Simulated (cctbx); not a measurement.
## Diagnosing a refinement

Cell a = 6.5700 Å, b = 6.5700 Å, c = 9.6800 Å, α = 90.00°, β = 90.00°, γ = 90.00°; space group I-42m (no. 121). The compound is SmSn4Ir2Ru4.

Simulated single-crystal data (cctbx): Cu Kα, λ = 1.54184 Å, to d = 0.83 Å, 70 % of the full sphere, strongest reflection 70000 counts, noise from counting, a 3 % proportional error and a noise floor of 2 counts (s.d.); no absorption.

An anisotropic refinement with weights 1/σ² prints:

```text
Rint 0.021, 217 unique reflections to 0.83 A
cycle     R1     wR2    GooF  max shift (A)
   1  0.0144  0.0483   2.887   0.00198
   2  0.0069  0.0194   1.161   0.00000
final R1 0.0069 wR2 0.0194 GooF 1.161  parameters 17  data/parameter 12.8
atom        x        y        z      Ueq    occ   su(xyz)  su(Uiso or U11)
Os1    0.50000  0.00000  0.00000   0.0035  1.000  0.00000  0.0001
Sm1    0.00000  0.00000  0.00000   0.0042  1.000  0.00000  0.0002
Sn1    0.32468  0.67532  0.21557   0.0058  1.000  0.00003  0.0001
Ru1    0.67739  0.67739  0.07502   0.0054  1.000  0.00004  0.0001
difference map: max 0.73 min -0.43 rms 0.12
Q1    0.0000  0.5000  0.2500    4    0.73  2.42 A from Os1
Q2    0.0000  0.5000  0.0770    8    0.54  0.74 A from Os1
Q3    0.0000  0.0000  0.0874    4    0.52  0.85 A from Sm1
Q4    0.0000  0.4256  0.5000    8    0.39  0.49 A from Os1
Q5    0.0000  0.0000  0.3886    4    0.35  1.69 A from Ru1
Q6    0.2228  0.2228  0.1916    8    0.33  1.00 A from Sn1
```

**Question.** Can this result stand? If not, what is the likely fault?

Mend it. The fault: wrong element: Os1 is Ir. Against the right model at the same level, R1 goes from 0.0061 to 0.0069 and GooF from 0.93 to 1.16. Os1 has 1 electron too few and its U shrinks to make up, as expected (near an absorption edge f′ can widen the mismatch well beyond the difference in Z).

The compound is SmSn4Ir2Ru4. The right model at the same level gives:

```text
Rint 0.021, 217 unique reflections to 0.83 A
cycle     R1     wR2    GooF  max shift (A)
   1  0.0121  0.0386   2.306   0.00194
   2  0.0061  0.0155   0.927   0.00000
final R1 0.0061 wR2 0.0155 GooF 0.927  parameters 17  data/parameter 12.8
atom        x        y        z      Ueq    occ   su(xyz)  su(Uiso or U11)
Ir1    0.50000  0.00000  0.00000   0.0044  1.000  0.00000  0.0001
Sm1    0.00000  0.00000  0.00000   0.0040  1.000  0.00000  0.0001
Sn1    0.32464  0.67536  0.21557   0.0055  1.000  0.00003  0.0001
Ru1    0.67741  0.67741  0.07501   0.0051  1.000  0.00003  0.0001
Flack x: -0.0042(14)
Hooft y: 0.006(5)  Bijvoet pairs: 82
difference map: max 0.71 min -0.31 rms 0.11
Q1    0.0000  0.5000  0.2500    4    0.71  2.42 A from Ir1
Q2    0.0000  0.0000  0.0850    4    0.57  0.82 A from Sm1
Q3    0.2081  0.2081  0.1982    8    0.38  0.89 A from Sn1
Q4    0.1895  0.1895  0.5064    8    0.38  0.67 A from Ru1
Q5    0.0000  0.0000  0.3905    4    0.36  1.68 A from Ru1
Q6    0.1601  0.1601  0.3771    8    0.35  0.91 A from Sn1
```

The model was made for the exercise: a known structure type with other elements put in, its volume estimated, not relaxed; displacement parameters are assumed.

[Middle refinement cycles are left out of these outputs.]

[Logs are printed without paths, hosts, clocks, repeated set-up lines and the standing remarks that a program may print on its own settings, such as how far it seeks lower states.]
